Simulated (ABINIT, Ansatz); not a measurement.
# Quasiparticle gap of SrTiO3 (Tausonite) in ABINIT, part 2 of 2

How does a plane-wave GW calculation on SrTiO3 (Tausonite) run from the first input to the gap?

ABINIT 10.8.3; PBE and many-body steps on it, plane waves. Known limits of the many-body steps: not at the basis limit; no spin-orbit coupling; coarse k mesh.

So far. Step 3 (Empty states on the mesh, 4×4×4 mesh, 143 bands): On this mesh the gap is 1.908 eV. Step 4 (Screening, 4×4×4 mesh, 135 bands, screening to 149.7 eV): Local fields lower ε∞ by 5 %. On a Γ-centred mesh this coarse the value itself is usually too large, while a short band sum pulls it down.

## (5) Self-energy, 4×4×4 mesh, 135 bands, screening to 149.7 eV

The self-energy is evaluated for the states that the input lists, and the levels follow from it, in one-shot runs by the linearised quasiparticle equation.

This step: G0W0 on PBE, plane waves, norm-conserving pseudopotentials.

run.abi

```
acell 3*1.0 Angstrom
rprim 
  3.905280000000 0.000000000000 0.000000000000
  0.000000000000 3.905280000000 0.000000000000
  0.000000000000 0.000000000000 3.905280000000
ntypat 3
znucl 38 22 8
natom 5
typat 1 2 3 3 3
xred 
  0.500000000000 0.500000000000 0.500000000000
  0.000000000000 0.000000000000 0.000000000000
  0.500000000000 0.000000000000 0.000000000000
  0.000000000000 0.500000000000 0.000000000000
  0.000000000000 0.000000000000 0.500000000000
pp_dirpath "pseudos"
pseudos "Sr.upf, Ti.upf, O.upf"
ecut 38
ngkpt 4 4 4
nshiftk 1
shiftk 0 0 0
kptopt 1
chksymbreak 0
istwfk *1
occopt 1
irdwfk 1
optdriver 4
nband 135
gwcalctyp 0
ecutsigx 38
symsigma 1
nkptgw 2
kptgw 
  0.5000000000 0.5000000000 0.5000000000
  0.0000000000 0.0000000000 0.0000000000
bdgw 
  18 23
  18 23
ecuteps 5.5
irdscr 1
ppmodel 1
indata_prefix "in"
outdata_prefix "out"
tmpdata_prefix "tmp"
```

Run with:

```console
> OMP_NUM_THREADS=1 mpirun -n 8 abinit run.abi > log
```

Numbers of over 12 decimals in the logs are rounded to 6 here.

What it wrote:

```text
.Version 10.8.3 of ABINIT. v10.8.2 released Aug 2026.

 Symmetries : space group Pm -3 m (#221); Bravais cP (primitive cubic)
[... echo of the input left out ...]
== DATASET  1 ==================================================================
-   mpi_nproc: 8, omp_nthreads: 1 (-1 if OMP is not activated)

--- !DatasetInfo
iteration_state: {dtset: 1, }
dimensions: {natom: 5, nkpt: 10, mband: 135, nsppol: 1, nspinor: 1, nspden: 1, mpw: 4632, }
cutoff_energies: {ecut:  38.0, pawecutdg:  -1.0, }
electrons: {nelect:   4.00000000E+01, charge:   0.00000000E+00, occopt:   1.00000000E+00, tsmear:   1.00000000E-02, }

 SIGMA: Calculation of the GW corrections

 Based on a program developped by R.W. Godby, V. Olevano, G. Onida, and L. Reining.
 Incorporated in ABINIT by V. Olevano, G.-M. Rignanese, and M. Torrent.
.Using double precision arithmetic ; gwpc =  8

[... cell and pseudopotentials left out ...]
--------------------------------------------------------------------------------

 ==== K-mesh for the wavefunctions ====
 Number of points in the irreducible wedge :    10
[... list of points left out ...]
 Together with 48 symmetry operations and time-reversal symmetry
 yields    64 points in the full Brillouin Zone.

 ==== Q-mesh for screening function ====
 Number of points in the irreducible wedge :    10
[... list of points left out ...]
 Together with 48 symmetry operations and time-reversal symmetry
 yields    64 points in the full Brillouin Zone.

 vcoul_init : cutoff-mode = AUXILIARY_FUNCTION
 q-points for optical limit:   1
     1)      0.000010    0.000020    0.000030
 setmesh: FFT mesh size selected  =    45x   45x   45
          total number of points  =        91125

 Number of electrons calculated from density =   40.0000; Expected =   40.0000
 average of density, n =  0.099519
 r_s =    1.3387
 omega_plasma =   30.4305 [eV]

 === KS Band Gaps ===
  >>>> For spin  1
   Minimum direct gap =   2.2628 [eV], located at k-point      :   0.0000  0.0000  0.0000
   Fundamental gap    =   1.9077 [eV], Top of valence bands at :   0.5000  0.5000  0.5000
                                       Bottom of conduction at :   0.0000  0.0000  0.0000
 SIGMA fundamental parameters:
 PLASMON POLE MODEL  1
 number of plane-waves for SigmaX                 4457
 number of plane-waves for SigmaC and W            251
 number of plane-waves for wavefunctions          4457
 number of bands                                   135
 number of independent spin polarizations            1
 number of spinorial components                      1
 number of k-points in IBZ                          10
 number of q-points in IBZ                          10
 number of symmetry operations                      48
 number of k-points in BZ                           64
 number of q-points in BZ                           64
 number of frequencies for dSigma/dE                 9
 frequency step for dSigma/dE [eV]                0.25
 number of omega for Sigma on real axis              0
 max omega for Sigma on real axis  [eV]           0.00
 zcut for avoiding poles [eV]                     0.10

 EPSILON^-1 parameters (SCR file):
 dimension of the eps^-1 matrix on file            251
 dimension of the eps^-1 matrix used               251
 number of plane-waves for wavefunctions          4457
 number of bands                                   135
 number of q-points in IBZ                          10
 number of frequencies                               2
 number of real frequencies                          1
 number of imag frequencies                          1

 matrix elements of self-energy operator (all in [eV])

 Perturbative Calculation

--- !SelfEnergy_ee
iteration_state: {dtset: 1, }
kpoint     : [   0.500,    0.500,    0.500, ]
spin       : 1
KS_gap     :    4.517
QP_gap     :    6.412
Delta_QP_KS:    1.895
data: !SigmaeeData |
     Band     E0 <VxcDFT>   SigX SigC(E0)      Z dSigC/dE  Sig(E)    E-E0       E
       18   6.925 -20.195 -25.189   4.928   0.769  -0.300 -20.245  -0.051   6.875
       19   6.925 -20.195 -25.189   4.928   0.769  -0.300 -20.245  -0.051   6.875
       20   6.925 -20.195 -25.189   4.928   0.769  -0.300 -20.245  -0.051   6.875
       21  11.442 -21.983 -12.959  -6.518   0.736  -0.359 -20.139   1.845  13.286
       22  11.442 -21.983 -12.959  -6.518   0.736  -0.359 -20.139   1.845  13.286
       23  11.442 -21.983 -12.959  -6.518   0.736  -0.359 -20.139   1.845  13.286

--- !SelfEnergy_ee
iteration_state: {dtset: 1, }
kpoint     : [   0.000,    0.000,    0.000, ]
spin       : 1
KS_gap     :    2.263
QP_gap     :    3.848
Delta_QP_KS:    1.585
data: !SigmaeeData |
     Band     E0 <VxcDFT>   SigX SigC(E0)      Z dSigC/dE  Sig(E)    E-E0       E
       18   6.570 -20.542 -25.366   4.744   0.774  -0.292 -20.604  -0.062   6.508
       19   6.570 -20.542 -25.366   4.744   0.774  -0.292 -20.604  -0.062   6.508
       20   6.570 -20.542 -25.366   4.744   0.774  -0.292 -20.604  -0.062   6.508
       21   8.833 -18.883 -11.450  -5.484   0.781  -0.280 -17.360   1.523  10.356
       22   8.833 -18.883 -11.450  -5.484   0.781  -0.280 -17.360   1.523  10.356
       23   8.833 -18.883 -11.450  -5.484   0.781  -0.280 -17.360   1.523  10.356

== END DATASET(S) ==============================================================
================================================================================

 -outvars: echo values of variables after computation  --------
           etotal      0.0000000000E+00
            nband         135
             nkpt          10
          spgroup         221
 [... the other variables as echoed above ...]

 Calculation completed.
```

The job ended after 10 s (8 MPI ranks of Arm Neoverse V1, shared host; peak memory 1.6 GiB; 83 s of CPU time).

Numbers from this step:

```yaml
g0w0_gap_on_the_points_computed: 3.481 eV
starting_gap_on_the_mesh: 1.908 eV
k_of_the_valence_top: 0.5, 0.5, 0.5
k_of_the_conduction_bottom: 0, 0, 0
z_at_the_valence_top: 0.769
z_at_the_conduction_bottom: 0.781
least_direct_g0w0_gap_on_the_computed_points: 3.848 eV
```

The gap on the mesh goes from 1.91 eV to 3.48 eV, a correction of +1.57 eV.

Limits: finite bands, cutoff and mesh; no spin-orbit coupling; coarse k mesh. v1 is the top filled band, c1 the lowest empty one. Levels before and after the correction, in eV, zero at the valence-band top of each column:

```tsv
	conduction bottom	valence top
Kohn-Sham	1.91	0.00
G0W0	3.48	0.00
```

```tsv
	level	energy (eV)
Kohn-Sham	(0.5 0.5 0.5) v3-v1	0.000
Kohn-Sham	(0.5 0.5 0.5) c1-c3	4.517
Kohn-Sham	Γ v3-v1	-0.355
Kohn-Sham	Γ c1-c3	1.908
G0W0	(0.5 0.5 0.5) v3-v1	0.000
G0W0	(0.5 0.5 0.5) c1-c3	6.411
G0W0	Γ v3-v1	-0.367
G0W0	Γ c1-c3	3.481
```

## (6) Where the time went

Times are wall times on 8 MPI ranks of Arm Neoverse V1, shared host, good to a factor of about two.

```tsv
step	time	share	memory (GiB)
ground state	24 s	12 %	0.63
empty states on the mesh	2.1 min	61 %	9.1
screening	45 s	22 %	1.9
self-energy	10 s	5 %	1.6
```

## (7) Summary of results

| Item | Value |
| --- | --- |
| PBE gap | 1.91 eV, indirect |
| G0W0 gap on the mesh | 3.48 eV |
| GW settings | 4×4×4 mesh, 135 bands, screening to 149.7 eV, Godby-Needs plasmon pole |
| known limits | not at the basis limit; no spin-orbit coupling; coarse k mesh |

What this shows: G0W0 moves the gap on the mesh from 1.91 eV to 3.48 eV (+1.57 eV), with Z of 0.77 and 0.78 at the edges. Local fields lower the RPA ε∞ on this mesh from 6.77 to 6.40; a Γ-centred mesh this coarse tends to raise both, most where the direct gap is narrow, while a short band sum lowers them. Only 2 of the mesh's irreducible points were corrected, so a valley elsewhere could overtake. The dearest step here is «empty states on the mesh». Against experiment, by G0W0@PBE: the direct gap of 3.85 eV lies +0.08 eV from the measured 3.77 eV (direct, 300 K, 2013). An exciton line or allowed optical edge lies below the quasiparticle gap by the binding energy; a forbidden edge can push the onset above it. The calculation has static nuclei and no excitons; a measured gap holds zero-point and thermal motion, which mostly lowers it. Bands and cutoff are finite, so the gap is not at the basis limit. The miss can reach some tenths of an eV and take either sign; the mesh is an error of its own. In the G0W0 run levels were corrected at 2 k points alone, so a gap called «on the mesh» is the least over those, and an edge elsewhere would be missed. The 4×4×4 mesh is coarse for this cell, which bears on the long-range parts of exchange and screening. This is the ideal cubic cell; many perovskites, halides above all, are cubic only on average, and local tilts or off-centring can widen the gap. The many-body steps are scalar-relativistic: spin-orbit coupling is not in them.

[Paths, hosts, dates, memory and timing lines, banners, echoed tables and standing remarks are left out of the program output.]

[Logs are printed without paths, hosts, clocks, repeated set-up lines and the standing remarks that a program may print on its own settings, such as how far it seeks lower states.]

[Runs of the session that timed out or met a known fault of the program may be left out.]

[Hosts, paths, dates, database ids (printed as entryN), source tags and the programs' standing remarks are cut or masked in the printed files.]

[G0W0 gaps are taken among the corrected bands and points alone; a level outside them can change the order at an edge.]

[Where Ansatz stands beside ABINIT at settings called matched, ABINIT's density can come from a denser mesh and the files from another edition; pairs whose starting gaps differed by over 0.03 eV were left out, so agreement reads better than it is.]
